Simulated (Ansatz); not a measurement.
## GaP (F-43m) at temperature and pressure

Aim: how pressure changes the thermal expansion of GaP.

Main program and level: Ansatz 0.2.0; DFT RPBE, scalar-relativistic, plane waves, PAW.

### 1. The starting structure

The structure is cubic, space group F-43m (No. 216). Conventional cell: a = 5.451 Å, b = 5.451 Å, c = 5.451 Å, α = 90.00°, β = 90.00°, γ = 90.00°. Nearest to Ga lie 4 P at 2.36 Å. P has 4 Ga at 2.36 Å nearest. Farther neighbours are not listed.

### 2. Probe on a coarse mesh

Before spending time, one coarse run tells the gap and the pressure of the starting cell.

input.yaml

```yaml
crystal:
  lattice:
    - [0.0, 2.72525, 2.72525]
    - [2.72525, 0.0, 2.72525]
    - [2.72525, 2.72525, 0.0]
  atoms:
    - { symbol: Ga, position: [0.0, 0.0, 0.0] }
    - { symbol: P, position: [0.25, 0.25, 0.25] }
kpoints:
  mp_grid: { grid: [6, 6, 6] }
hamiltonian:
  xc: rpbe
scf:
  occupations: { method: gaussian, width: 0.1 }
output:
  forces: true
  stress: true
  eigenvalues: true
```

On the command line:

```sh
$ ansatz run input.yaml --threads 4 --pin off --max-ram 8192MiB --backend cpu --events-out ev --progress --plain --runs-dir out
```

Numbers of over 12 decimals in the logs are rounded to 6 here.

Log:

```text
Engine: ansatz 0.2.0, x86_64-unknown-linux-gnu
Pseudopotentials: kind: paw
Pseudopotential: Ga, paw, valence charge 13, recommended cutoff 420 eV (normal), Ga.paw.azcp
Pseudopotential: P, paw, valence charge 5, recommended cutoff 420 eV (normal), P.paw.azcp
Functional definition: RPBE
  parameter kappa = 0.804
  parameter beta = 0.066725
  exchange = rpbe_x(kappa = kappa, mu = beta*pi^2/3)
  correlation = pbe_c(beta = beta)
Crystal: 2 atoms, lattice volume = 40.481 Å³
Basis set: ecut = 420 eV, 749 PW (Γ), exchange–correlation on 54×54×54 points (8 copies of the dense FFT grid, shifted against one another)
Bands: 13, of which v1, the nominal top of the filled ones, is band 9 counted from 1 (8 counted from 0)
Symmetry: 24 space group operations
Space group: F-43m (ITA 216), of the structure as read, at distance tolerance 3.4e-5 Å
k-points: 16 of 216 (time reversal used)
Non-local potential: Ga, projectors of the file, l = 0: 2, l = 1: 2, l = 2: 3, l = 3: 1
Non-local potential: P, projectors of the file, l = 0: 2, l = 1: 2, l = 2: 2
PAW form: soft (Blöchl's): semilocal exchange-correlation on the pseudo side does not see the compensation charge
PAW frozen core: Ga, regenerated for the run's functional, and the local potential with it (the file was generated under x = pbe(κ = 0.804, μ = 0.219515), c = pbe(β = 0.066725))
PAW frozen core: P, regenerated for the run's functional, and the local potential with it (the file was generated under x = pbe(κ = 0.804, μ = 0.219515), c = pbe(β = 0.066725))
PAW one-centre angular grid: Ga, 590 points (default); XC on 64 Gauss nodes
PAW one-centre angular grid: P, 110 points (default); XC on 64 Gauss nodes
Initial density: superposition of atomic densities (neutral atoms: chi_scale 0, normalization atom), corrected by the library's trained network
Initial wavefunctions: pseudopotential atomic-orbital guess
Functional: x = rpbe, c = pbe(β = 0.066725)
SCF iter   1: F=—  HF=-4548.359493 eV  |F-HF|=—  |Δ(HF+E_count)|=         —  Δρ=3.41e-3  dr2=1.79e-3  ethr=1.77e-3  ⟨swp⟩=5.9  Hψ=1329  notcnv=0
preconditioner: auto → none  [insulator: Δε(μ)=1.751 eV  Ē_g=15.571 eV  σ=0.100 eV  W_gap=1.00  n_scr=14 (ndim 8)  ℏωp=24.8 eV  f_vac=0.011  D(μ)=0.00/eV (n_scr^D=0)  ε∞_Penn≈3.5]
SCF iter   2: F=—  HF=-4548.358454 eV  |F-HF|=—  |Δ(HF+E_count)|=   1.04e-3  Δρ=1.35e-3  dr2=6.96e-4  ethr=9.93e-6  ⟨swp⟩=2.0  Hψ=485  notcnv=0
SCF iter   3: F=—  HF=-4548.358089 eV  |F-HF|=—  |Δ(HF+E_count)|=   3.65e-4  Δρ=5.88e-4  dr2=8.85e-5  ethr=3.87e-6  ⟨swp⟩=2.2  Hψ=329  notcnv=0
SCF iter   4: F=—  HF=-4548.358109 eV  |F-HF|=—  |Δ(HF+E_count)|=   2.04e-5  Δρ=1.86e-4  dr2=7.00e-6  ethr=4.92e-7  ⟨swp⟩=2.8  Hψ=361  notcnv=0
SCF iter   5: F=—  HF=-4548.358108 eV  |F-HF|=—  |Δ(HF+E_count)|=   6.98e-7  Δρ=5.76e-5  dr2=8.44e-7  ethr=3.89e-8  ⟨swp⟩=2.1  Hψ=345  notcnv=0
SCF iter   6: F=-4548.358109 eV  HF=-4548.358109 eV  |F-HF|=3.77e-8  |Δ(HF+E_count)|=   2.77e-7  Δρ=8.20e-6  dr2=2.71e-8  ethr=5.56e-10  ⟨swp⟩=4.8  Hψ=1209  notcnv=0
SCF 1 converged in 6 iterations: F = -4548.358109 eV  dr2 = 2.71e-8
  greatest PAW one-centre occupation: 0.994 electrons in one spin orbital (limit 2), on the Ga atom at site 0 (counted from 0), in its partial waves of l = 2
SCF converged after 6 iterations
Free energy (F): -4548.358109 eV
Harris-Foulkes:  -4548.358109 eV  (|F-HF|=3.77e-8)
Internal energy: -4548.358109 eV  (E = F + TS)
E sigma→0 (E₀):  -4548.358109 eV
Fermi energy:    8.065244 eV
--- Per-component energies (eV) ---
  E_band       = -56.000261
  E_kinetic    = 186.295516
  E_local      = -2199.949609  (includes V_loc(G=0)·N_el)
  E_nonlocal   = 458.091175
  E_hartree    = 1018.015229
  E_xc         = -130.927324
  E_vxc        = -118.815783  (∫ρ·V_xc dr)
  E_paw        = -2567.083433  (= ΣΔE_a)
  E_vpaw       = -417.652474  (= ΣTr[D̂ρ^β])
  E_aug_tail   = -0.000099  (compensation charges beyond the density's cutoff)
  E_ewald      = -1312.644944
  E_core_change = -0.154620  (= ΣΔE_core)
  E_smearing   = -0.000000  (= −TS)
  E_closure    = -0.000000  (closes the sum)
  Σ components = -4548.358109   (vs F -4548.358109, Δ=0.00e0)
--- Forces (eV/Å), atoms counted from 1 ---
  atom   1  Ga     0.00000000    -0.00000000     0.00000000
  atom   2  P     -0.00000000     0.00000000    -0.00000000
  max |Σ_I F_I| component: 7.40e-17 eV/Å
--- Stress (GPa, compression-positive) ---
        4.651873      -0.000000      -0.000000
       -0.000000       4.651873       0.000000
       -0.000000       0.000000       4.651873
  P = ⅓ Tr σ = 4.6519 GPa (46.519 kbar)
--- Band table (eV; the first three rows and the last of 16) ---
  k-point 0: bands = [... 5 lower, -5.2791, 7.1874, 7.1874, 7.1874, 9.1448, 11.1057, 11.1057, 11.1057]
  k-point 1: bands = [... 5 lower, -4.9234, 4.8308, 6.8183, 6.8183, 9.6915, 11.6525, 11.6526, 12.2988]
  k-point 2: bands = [... 5 lower, -3.9790, 2.0172, 6.2835, 6.2835, 9.1809, 12.0313, 12.0313, 14.9113]
  k-point 15: bands = [... 5 lower, -2.2576, 0.6212, 3.8359, 3.9512, 10.7493, 10.8975, 14.8065, 14.8234]
```

Run time: 1.2 s. Hardware: 4 threads of Intel Xeon 6975P-C (Granite Rapids), shared host; peak memory 0.35 GiB.

Reading the cycles: dr2 is the Hartree energy of the density residual (eV), the measure of convergence; HF is the Harris–Foulkes estimate of the energy, which meets the free energy F at convergence.

Numbers from this step:

```yaml
pressure: 4.652 GPa
gap_on_the_k_mesh: 1.756 eV
volume_per_atom: 20.24 Å³
```

The start is under 4.7 GPa at this level and looks like an insulator or semiconductor on this mesh.

### 3. Finding the static equilibrium

Phonons are second derivatives about a minimum, so cell and atoms are relaxed first, inside the symmetry of the start.

input.yaml, the sections that differ from step 2:

```yaml
kpoints:
  mp_grid: { grid: [8, 8, 8] }
scf:
  occupations: { method: gaussian, width: 0.02 }
output:
  forces: true
  stress: true
  eigenvalues: true
  write_density: true
  write_potential: true
  elf: true
  volumetric_format: npy
relax:
  adjacent_minimum: "off"
  f_tol: 0.005
  max_steps: 80
  cell: { stress_tol: 0.05 }
# crystal, hamiltonian: as in step 2
```

Log:

```text
[...]
Crystal: 2 atoms, lattice volume = 40.481 Å³
Basis set: ecut = 420 eV, 749 PW (Γ), exchange–correlation on 54×54×54 points (8 copies of the dense FFT grid, shifted against one another)
Bands: 13, of which v1, the nominal top of the filled ones, is band 9 counted from 1 (8 counted from 0)
Symmetry: 24 space group operations
[...]
k-points: 29 of 512 (time reversal used)
[...]
SCF iter   1: F=—  HF=-4548.372347 eV  |F-HF|=—  |Δ(HF+E_count)|=         —  Δρ=3.29e-3  dr2=1.80e-3  ethr=1.77e-3  ⟨swp⟩=6.6  Hψ=2562  notcnv=0
[...]
SCF iter   6: F=-4548.370860 eV  HF=-4548.370860 eV  |F-HF|=7.75e-8  |Δ(HF+E_count)|=   3.55e-7  Δρ=1.03e-5  dr2=3.06e-8  ethr=5.56e-10  ⟨swp⟩=10.8  Hψ=3607  notcnv=0
SCF 1 converged in 6 iterations: F = -4548.370860 eV  dr2 = 3.06e-8
[...]
relax step   1: F+E_penalty+E_count = -4548.37086029 eV  Δ(F+E_penalty+E_count) = +0.000e0 eV  max|allowed force component| = 2.405e-16 eV/Å  Δτ_max = 0.0000 Å  P = +4.620 GPa  Ω = 40.481 Å³  (6 SCF iters, dr2 threshold 1.00e-7 eV, accepted)
Crystal: 2 atoms, lattice volume = 42.061 Å³
Basis set: ecut = 420 eV, 869 PW (Γ), exchange–correlation on 54×54×54 points (8 copies of the dense FFT grid, shifted against one another)
[...]
iter 1 solved again at ethr=1.01e-5 eV; its pass at ethr=3.10e-3 eV (dr2=1.82e-3 eV) is discarded
[...]
SCF iter   6: F=-4548.399550 eV  HF=-4548.399550 eV  |F-HF|=6.22e-9  |Δ(HF+E_count)|=   9.43e-7  Δρ=1.94e-6  dr2=1.76e-9  ethr=1.11e-9  ⟨swp⟩=12.0  Hψ=3061  notcnv=0
SCF 2 converged in 6 iterations: F = -4548.399550 eV  dr2 = 1.76e-9
relax step   2: F+E_penalty+E_count = -4548.39954993 eV  Δ(F+E_penalty+E_count) = -2.869e-2 eV  max|allowed force component| = 4.048e-17 eV/Å  Δτ_max = 0.0000 Å  P = +1.392 GPa  Ω = 42.061 Å³  energy of the carried Pulay correction = -4.126e-4 eV  (6 SCF iters, dr2 threshold 2.00e-7 eV, accepted)
Crystal: 2 atoms, lattice volume = 42.780 Å³
[...]
SCF iter   5: F=-4548.402729 eV  HF=-4548.402729 eV  |F-HF|=1.37e-7  |Δ(HF+E_count)|=   2.68e-7  Δρ=1.24e-5  dr2=4.63e-8  ethr=1.11e-9  ⟨swp⟩=11.2  Hψ=3326  notcnv=0
SCF 3 converged in 5 iterations: F = -4548.402729 eV  dr2 = 4.63e-8
  Residual-converged pass: ⟨swp⟩=1.0  Hψ=493  notcnv=0  max |occ|·‖R‖ = 6.6e-9 eV (tolerance 1.0e-8 eV)  dr2=4.63e-8  dr2_onsite=3.42e-9  max |Δocc| = 0.0e0
relax step   3: F+E_penalty+E_count = -4548.40272939 eV  Δ(F+E_penalty+E_count) = -3.179e-3 eV  max|allowed force component| = 1.110e-16 eV/Å  Δτ_max = 0.0000 Å  P = +0.125 GPa  Ω = 42.780 Å³  energy of the carried Pulay correction = -5.953e-4 eV  (5 SCF iters, dr2 threshold 2.00e-7 eV, accepted)
[...]
relax step   4: F+E_penalty+E_count = -4548.40274028 eV  Δ(F+E_penalty+E_count) = -1.089e-5 eV  max|allowed force component| = 1.191e-16 eV/Å  Δτ_max = 0.0000 Å  P = +0.002 GPa  Ω = 42.854 Å³  energy of the carried Pulay correction = -6.138e-4 eV  (4 SCF iters, dr2 threshold 3.89e-8 eV, accepted)
[...]
SCF iter   8: F=-4548.403378 eV  HF=-4548.403378 eV  |F-HF|=4.55e-12  |Δ(HF+E_count)|=  1.39e-10  Δρ=6.30e-8  dr2=3.60e-12  ethr=1.00e-12  ⟨swp⟩=7.0  Hψ=1986  notcnv=0
SCF 5 converged in 8 iterations: F = -4548.403378 eV  dr2 = 3.60e-12
relax step   5: F+E_penalty+E_count = -4548.40337758 eV  Δ(F+E_penalty+E_count) = -6.373e-4 eV  max|allowed force component| = 6.245e-17 eV/Å  Δτ_max = 0.0000 Å  P = +0.008 GPa  Ω = 42.854 Å³  stress off target by 8.14e-3 GPa  SCF on the basis re-selected at this cell (its energy is not comparable with the rows above)  (8 SCF iters)
basis re-selected at this cell: Δ(F+E_penalty+E_count) = -6.373e-4 eV, ΔP = +0.006 GPa vs the last step (what re-selecting the basis moved, of the pressure what is left beyond the Pulay correction that the steps carried, after the strain that the cell walked since its last selection, with what the two solves' SCF thresholds leave and, on support functions, any second-order correction that the steps lacked; it is no m [...]
SCF converged after 8 iterations
Free energy (F): -4548.403378 eV
[...]
Internal energy: -4548.403378 eV  (E = F + TS)
E sigma→0 (E₀):  -4548.403378 eV
Fermi energy:    7.230370 eV
[...]
--- Stress (GPa, compression-positive) ---
        0.008145       0.000000       0.000000
       -0.000000       0.008145       0.000000
        0.000000       0.000000       0.008145
  P = ⅓ Tr σ = 0.0081 GPa (0.081 kbar)
--- Band table (eV; the first three rows and the last of 29) ---
  k-point 0: bands = [... 5 lower, -5.5663, 6.4837, 6.4837, 6.4837, 7.9767, 10.4182, 10.4182, 10.4182]
  k-point 1: bands = [... 5 lower, -5.3792, 4.8891, 6.2756, 6.2756, 8.7119, 10.7417, 10.7417, 10.9071]
  k-point 2: bands = [... 5 lower, -4.8501, 2.7645, 5.8766, 5.8766, 8.5351, 11.2297, 11.2297, 12.6530]
  k-point 28: bands = [... 5 lower, -2.7991, 0.2164, 3.1995, 3.3618, 11.1416, 11.2583, 12.4911, 12.7330]
--- Relaxed structure (4 steps of the walk, 4 accepted, 1 SCFs on fresh bases) ---
  F+E_penalty+E_count = -4548.40337758 eV   max|allowed force component| = 6.245e-17 eV/Å   (the final SCF, on the basis selected at the relaxed cell)
  cell:  # Å, volume = 42.8537 Å³
    - [0, 2.777491, 2.777491]
    - [2.777491, 0, 2.777491]
    - [2.777491, 2.777491, 0]
  atoms:
    - { symbol: Ga, position: [0, 0, 0] }
    - { symbol: P, position: [0.25, 0.25, 0.25] }
```

It took 2.7 s on 4 threads; peak memory 0.41 GiB; 9.5 s of CPU time.

The steps of the relaxation:

| step | energy less that of the first step (eV) | largest force component (eV/Å) | pressure (GPa) | volume (Å³) |
| --- | --- | --- | --- | --- |
| 1 | 0.0000 | 0.0000 | 4.62 | 40.48 |
| 2 | -0.0287 | 0.0000 | 1.39 | 42.06 |
| 3 | -0.0319 | 0.0000 | 0.12 | 42.78 |
| 4 | -0.0319 | 0.0000 | 0.00 | 42.85 |
| 5* | -0.0325 | 0.0000 | 0.01 | 42.85 |

Relaxation steps marked * repeat the geometry before them on a plane-wave basis chosen anew for their cell, so energy and pressure can jump there.

Forces are held to the 24 operations that the run works with; a distortion that breaks them can't arise in this run.

| conventional cell, symmetrised | before | after | change |
| --- | --- | --- | --- |
| a (Å) | 5.451 | 5.555 | +1.9 % |
| b (Å) | 5.451 | 5.555 | +1.9 % |
| c (Å) | 5.451 | 5.555 | +1.9 % |
| volume (Å³/atom) | 20.24 | 21.43 | +5.9 % |

Final coordinates:

```
Ga P
1.0
     0.00000    2.77749    2.77749
     2.77749    0.00000    2.77749
     2.77749    2.77749    0.00000
Ga P
1 1
Direct
  0.00000 0.00000 0.00000
  0.25000 0.25000 0.25000
```

Numbers from this step:

- pressure: 0.008145 GPa
- gap on the k-mesh: 1.493 eV
- volume per atom: 21.43 Å³

ELF in the ac plane of a cell with a along [110], b along [-110] and c along [001] of the cube at fractional y = 0.000, with atoms of Ga and P within 0.2 Å of it. It is the smooth field of the valence electrons, not physical close to the nuclei.

Ten even steps from '_' (0.01) to '@' (0.89), each cell a mean:
```
__..--**%%%%%%##==::____..--**%%%%%%##==::__
..::++@@@@%%%%@@##--::..::++@@@@%%%%@@##--::
::==%%@@##::==@@@@**--::==%%@@##::==@@@@**--
::++%%%%--____##@@**--::++%%%%--____##@@**--
..--**##==::--####++....--**##==::--####++..
__..==##%%##%%##**--____..==##%%##%%##**--__
____::++##%%##**--..______::++##%%##**--..__
______::==++==--..__________::==++==--..____
________......________________......________
____________________________________________
....______________........______________....
::::..__________..::::::::..__________..::::
::::::..______..::::::::::::..______..::::::
....::::......::::::......::::......::::::..
..__::--========--..__..__::--========--..__
```
Columns run along a (7.9 Å), rows up along c (5.6 Å), edges of the conventional cell, whose origin can differ from the input's. Atoms in or near the plane, at fractional coordinates: Ga at (0.50, 0.00), Ga at (0.00, 0.00), P at (0.75, 0.75), P at (0.25, 0.75).

Valence density in the ac plane of a cell with a along [110], b along [-110] and c along [001] of the cube at fractional y = 0.000, with atoms of Ga and P within 0.2 Å of it. It is the smooth field of the valence electrons, not physical close to the nuclei.

Ten steps, logarithmic in the rise over the least value, from '_' (0 e/Å³) to '@' (34 e/Å³), each cell a mean:
```
%%++::............--##%%++::............--##
==::..::::::::::..::--==::..::::::::::..::--
......::::..::::::..........::::..::::::....
____..::..__..::....______..::..__..::....__
____....::....::..________....::....::..____
______....::::..____________....::::..______
________......________________......________
____________________________________________
____________________________________________
____________________________________________
____________________________________________
____________________________________________
::..______________....::..______________....
**--..__________..::++**--..__________..::++
@@**::..________..==%%@@**::..________..==%%
```
Columns run along a (7.9 Å), rows up along c (5.6 Å), edges of the conventional cell, whose origin can differ from the input's. Atoms in or near the plane, at fractional coordinates: Ga at (0.50, 0.00), Ga at (0.00, 0.00), P at (0.75, 0.75), P at (0.25, 0.75).

Electrostatic potential energy in the ac plane of a cell with a along [110], b along [-110] and c along [001] of the cube at fractional y = 0.000, with atoms of Ga and P within 0.2 Å of it. With pseudopotentials it is smooth inside the atoms' cores, unlike the true potential.

Values in eV, 8 rows by 16 columns, each cell a mean:
```
-15  -9   3  -2  -4   2  -4 -15 -15  -9   3  -2  -4   2  -4 -15
  2   4  -9 -46 -50 -22   3   3   2   4  -9 -46 -50 -22   3   3
 10   8  -5 -37 -43 -16   6  10  10   8  -5 -37 -43 -16   6  10
 11  10   8   4   3   7  10  10  11  10   8   4   3   7  10  10
 11  10  10  10  10  10  10  11  11  10  10  10  10  10  10  11
  9  10  10  10  10  10  10   9   9  10  10  10  10  10  10   9
 -3   3   8  10  10   9   5  -2  -3   3   8  10  10   9   5  -2
-16 -12   4   9   9   7  -7 -16 -16 -12   4   9   9   7  -7 -16
```
Columns run along a (7.9 Å; values clipped at the 3rd and 97th percentile), rows up along c (5.6 Å), edges of the conventional cell, whose origin can differ from the input's. Atoms in or near the plane, at fractional coordinates: Ga at (0.50, 0.00), Ga at (0.00, 0.00), P at (0.75, 0.75), P at (0.25, 0.75).

The relaxation ends with a pressure of 0.01 GPa.

### 4. Tight relaxation

The thresholds are tightened for a last relaxation ahead of the phonons, and where mesh or smearing change with them the cell follows.

input.yaml

```yaml
crystal:
  lattice:
    - [0.0, 2.77749101, 2.77749101]
    - [2.77749101, 0.0, 2.77749101]
    - [2.77749101, 2.77749101, 0.0]
  atoms:
    - { symbol: Ga, position: [0.0, 0.0, 0.0] }
    - { symbol: P, position: [0.25, 0.25, 0.25] }
kpoints:
  mp_grid: { grid: [8, 8, 8] }
hamiltonian:
  xc: rpbe
scf:
  occupations: { method: fixed }
output:
  forces: true
  stress: true
  eigenvalues: true
relax:
  adjacent_minimum: "off"
  f_tol: 0.001
  max_steps: 60
  cell: { stress_tol: 0.01 }
```

Log:

```text
[...]
Crystal: 2 atoms, lattice volume = 42.854 Å³
Basis set: ecut = 420 eV, 869 PW (Γ), exchange–correlation on 54×54×54 points (8 copies of the dense FFT grid, shifted against one another)
Bands: 13, of which v1, the nominal top of the filled ones, is band 9 counted from 1 (8 counted from 0)
Symmetry: 24 space group operations
[...]
k-points: 29 of 512 (time reversal used)
[...]
k-point 28: bands = [... 5 lower, -2.7991, 0.2164, 3.1995, 3.3618, 11.1416, 11.2583, 12.4911, 12.7330]
--- Relaxed structure (1 steps of the walk, 1 accepted, 1 SCFs on fresh bases) ---
[...]
cell:  # Å, volume = 42.8537 Å³
    - [0.0, 2.77749101, 2.77749101]
    - [2.77749101, 0.0, 2.77749101]
    - [2.77749101, 2.77749101, 0.0]
  atoms:
    - { symbol: Ga, position: [0.0, 0.0, 0.0] }
    - { symbol: P, position: [0.25, 0.25, 0.25] }
[key lines of the parts left out:]
SCF converged after 7 iterations
Free energy (F): -4548.403378 eV
Fermi energy:    6.483713 eV
P = ⅓ Tr σ = 0.0081 GPa (0.081 kbar)
```

It took 0.78 s on 4 threads; peak memory 0.36 GiB.

Little changed from the start: no atom moved by 0.005 Å and no cell edge by 0.1 %.

Numbers from this step:

- pressure: 0.008148 GPa

The residual pressure is 0.0081 GPa, small enough for phonons.

### 5. An input with a fault

This input was changed on purpose, to see how the program answers.

input.yaml, the sections that differ from step 4:

```yaml
scf:
  occupations: { method: fixed }
  max_iter: 60
output:
  eigenvalues: true
phonons:
  method: dfpt
  qmesh: [4, 4, 4]
  amplitude: 0.01
  thermal_expansion: {}
# crystal, kpoints, hamiltonian: as in step 4
# relax: removed
```

Log:

```text
Error: invalid value for `phonons.amplitude`: set with method: dfpt — a finite-displacement knob (the displacement step); dfpt computes the analytic response in the run's own cell, with no displaced geometries; remove amplitude or use method: fd, without the keys that are dfpt's alone (method's entry in the input reference names them)
```

Run time: 0.02 s. Hardware: 4 threads; peak memory 0.042 GiB.

The input was rejected at the start.

The program's message: “Error: invalid value for `phonons.amplitude`: set with method: dfpt — a finite-displacement knob (the displacement step); dfpt computes the analytic response in the run's own cell, with no displaced g …”

The fault put into the input: a displacement amplitude under linear response.

(Part 1 of 4 ends here.)

[Logs are printed without paths, hosts, clocks, repeated set-up lines and the standing remarks that a program may print on its own settings, such as how far it seeks lower states.]

[Hosts, paths, dates, database ids (printed as entryN), source tags and the programs' standing remarks are cut or masked in the printed files.]

[A step with changed settings may run another functional than the one named; its input shows which.]
